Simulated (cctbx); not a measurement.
**Diagnosing a refinement**

Cell a = 11.5130 Å, b = 6.5820 Å, c = 5.2070 Å, α = 90.00°, β = 90.00°, γ = 90.00°; space group Pnma (no. 62).

Simulated single-crystal data (cctbx): Mo Kα, λ = 0.71073 Å, to d = 0.75 Å, 80 % of the full sphere, strongest reflection 5000 counts, noise from counting, a 4 % proportional error and a noise floor of 8 counts (s.d.); no absorption.

An isotropic refinement with weights 1/σ² prints:

```text
Rint 0.068, 527 unique reflections to 0.75 A
cycle     R1     wR2    GooF  max shift (A)
   1  0.1092  0.3055   5.940   0.45736
  12  0.0257  0.0538   1.046   0.01106
final R1 0.0257 wR2 0.0538 GooF 1.045  parameters 21  data/parameter 25.1
atom        x        y        z      Ueq    occ   su(xyz)  su(Uiso or U11)
Ge1    0.58911  0.75000  0.93029   0.0067  1.000  0.00011  0.0002
Cu1    0.00000  0.00000  0.00000   0.0062  1.000  0.00000  0.0002
Ca1    0.77949  0.75000  0.48912   0.0091  1.000  0.00022  0.0002
O1     0.33937  0.03504  0.22353   0.0091  1.000  0.00055  0.0006
O2     0.94923  0.75000  0.74516   0.0114  1.000  0.00084  0.0009
O3     0.58709  0.75000  0.26391   0.0100  1.000  0.00075  0.0008
O4     0.63326  0.50678  0.95992   1.0000  1.000  0.01712  0.0720
difference map: max 1.50 min -1.10 rms 0.31
Q1    0.1096  0.7500  0.4864    4    1.56  0.49 A from Ge1
Q2    0.2341  0.2500  0.7806    4    1.38  1.41 A from Ca1
Q3    0.1550  0.7500  0.3225    4    1.32  0.90 A from O3
Q4    0.0354  0.2500  0.7566    4    1.14  1.41 A from O3
Q5    0.0346  0.5607  0.0406    8    1.13  0.60 A from Cu1
Q6    0.0556  0.2500  0.1337    4    0.96  0.63 A from O2
```

Q: Accept it or mend it, and why?

Mend it. The fault: spurious atom: O4. Against the right model at the same level, R1 goes from 0.0249 to 0.0257 and GooF from 1.01 to 1.04 and O4 takes U = the program's ceiling. A site with no density behind it hides by a very large U or drifts. The fit had not settled when the cycles ran out.

The compound is CaCuGeO4. The right model at the same level gives:

```text
Rint 0.068, 527 unique reflections to 0.75 A
cycle     R1     wR2    GooF  max shift (A)
   1  0.1812  0.3642   7.054   0.10074
   2  0.0249  0.0520   1.007   0.00001
final R1 0.0249 wR2 0.0520 GooF 1.007  parameters 17  data/parameter 31.0
atom        x        y        z      Ueq    occ   su(xyz)  su(Uiso or U11)
Ge1    0.58913  0.75000  0.93029   0.0067  1.000  0.00011  0.0001
Cu1    0.00000  0.00000  0.00000   0.0062  1.000  0.00000  0.0002
Ca1    0.77951  0.75000  0.48912   0.0091  1.000  0.00021  0.0002
O1     0.33943  0.03494  0.22320   0.0090  1.000  0.00053  0.0005
O2     0.94917  0.75000  0.74506   0.0115  1.000  0.00081  0.0008
O3     0.58717  0.75000  0.26383   0.0101  1.000  0.00072  0.0008
difference map: max 1.56 min -1.15 rms 0.30
Q1    0.1098  0.7500  0.4861    4    1.62  0.50 A from Ge1
Q2    0.2341  0.2500  0.7803    4    1.33  1.41 A from Ca1
Q3    0.1551  0.7500  0.3242    4    1.32  0.91 A from O3
Q4    0.0356  0.2500  0.7556    4    1.08  1.41 A from O3
Q5    0.2020  0.5980  0.4469    8    1.01  1.57 A from O1
Q6    0.0350  0.5610  0.0409    8    1.00  0.61 A from Cu1
```

This is a model crystal, built by substitution and not relaxed, with assumed displacement parameters.

[Middle refinement cycles are left out of these outputs.]

[Logs are printed without paths, hosts, clocks, repeated set-up lines and the standing remarks that a program may print on its own settings, such as how far it seeks lower states.]
